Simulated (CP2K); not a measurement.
Methylthioacetylene has these distinct C atoms: C1 (bonded to C and H), C2 (bonded to C and S) and C4 (bonded to S and 3 H).

```xyz
8

C     1.9667    0.4031    1.1233
C     1.2443   -0.1614    0.3186
S     0.3200   -0.9884   -0.8119
C    -1.2893   -0.1488   -0.6303
H     2.5926    0.8953    1.8374
H    -1.1954    0.9151   -0.8737
H    -1.9613   -0.6348   -1.3490
H    -1.6777   -0.2800    0.3855
```

Their partial C K spectra (CP2K XAS_TDP, all-electron GAPW, PBEh(45%), aug-cc-pVDZ, TDA, GW2X-corrected core level, no relativity) are given in random order, each times the number of alike atoms.

Gaussian full width 0.5 eV, oscillator strength per eV, alike atoms added, rows of zeros left out:

| E (eV) | curve 1 | curve 2 | curve 3 |
| --- | --- | --- | --- |
| 286.75 | 0.011 | 0.000 | 0.000 |
| 287.00 | 0.062 | 0.000 | 0.000 |
| 287.25 | 0.088 | 0.002 | 0.000 |
| 287.50 | 0.032 | 0.022 | 0.000 |
| 287.75 | 0.006 | 0.071 | 0.000 |
| 288.00 | 0.031 | 0.087 | 0.000 |
| 288.25 | 0.078 | 0.105 | 0.000 |
| 288.50 | 0.049 | 0.069 | 0.000 |
| 288.75 | 0.008 | 0.013 | 0.007 |
| 289.00 | 0.000 | 0.001 | 0.046 |
| 289.25 | 0.000 | 0.000 | 0.076 |
| 289.50 | 0.000 | 0.000 | 0.031 |
| 289.75 | 0.001 | 0.003 | 0.003 |
| 290.00 | 0.006 | 0.018 | 0.000 |
| 290.25 | 0.006 | 0.030 | 0.003 |
| 290.50 | 0.008 | 0.014 | 0.013 |
| 290.75 | 0.012 | 0.010 | 0.015 |
| 291.00 | 0.009 | 0.019 | 0.016 |
| 291.25 | 0.009 | 0.012 | 0.055 |
| 291.50 | 0.013 | 0.003 | 0.077 |
| 291.75 | 0.013 | 0.002 | 0.035 |
| 292.00 | 0.014 | 0.004 | 0.008 |
| 292.25 | 0.025 | 0.003 | 0.003 |
| 292.50 | 0.023 | 0.003 | 0.004 |
| 292.75 | 0.007 | 0.007 | 0.008 |
| 293.00 | 0.003 | 0.010 | 0.008 |
| 293.25 | 0.002 | 0.006 | 0.007 |
| 293.50 | 0.003 | 0.003 | 0.018 |
| 293.75 | 0.007 | 0.006 | 0.030 |
| 294.00 | 0.010 | 0.017 | 0.051 |
| 294.25 | 0.005 | 0.019 | 0.054 |
| 294.50 | 0.001 | 0.008 | 0.022 |
| 294.75 | 0.001 | 0.005 | 0.003 |
| 295.00 | 0.002 | 0.008 | 0.001 |
| 295.25 | 0.003 | 0.011 | 0.001 |
| 295.50 | 0.006 | 0.008 | 0.002 |
| 295.75 | 0.006 | 0.011 | 0.004 |
| 296.00 | 0.003 | 0.010 | 0.003 |
| 296.25 | 0.006 | 0.002 | 0.002 |
| 296.50 | 0.007 | 0.001 | 0.001 |
| 296.75 | 0.003 | 0.005 | 0.001 |
| 297.00 | 0.001 | 0.008 | 0.001 |
| 297.25 | 0.000 | 0.008 | 0.003 |
| 297.50 | 0.000 | 0.007 | 0.006 |
| 297.75 | 0.000 | 0.002 | 0.003 |
| 298.00 | 0.002 | 0.001 | 0.002 |
| 298.25 | 0.006 | 0.004 | 0.001 |

Q: Which curve belongs to which atom?

Curve 1: C1 (bonded to C and H), leading line at 287.19 eV (f = 0.049 an atom), ionisation energy 291.91 eV, term value 4.72 eV. Curve 2: C2 (bonded to C and S), leading line at 287.83 eV (f = 0.040 an atom), ionisation energy 292.29 eV, term value 4.46 eV. Curve 3: C4 (bonded to S and 3 H), leading line at 289.21 eV (f = 0.041 an atom), ionisation energy 292.96 eV, term value 3.75 eV. The leading line of an atom is its first one with 35 % of the strongest within 2.5 eV of its lowest line over the strength cut. A line lies at the core ionisation energy, which rises as an atom loses charge to its neighbours or to a π system, less the term value, which is large for a low π* or σ* orbital with weight on that atom.

[Banner, clock and machine lines of the logs are left out without a mark of their own.]

[Logs are printed without paths, hosts, clocks, repeated set-up lines and the standing remarks that a program may print on its own settings, such as how far it seeks lower states.]

[Hosts, paths, dates, database ids (printed as entryN), source tags and the programs' standing remarks are cut or masked in the printed files.]
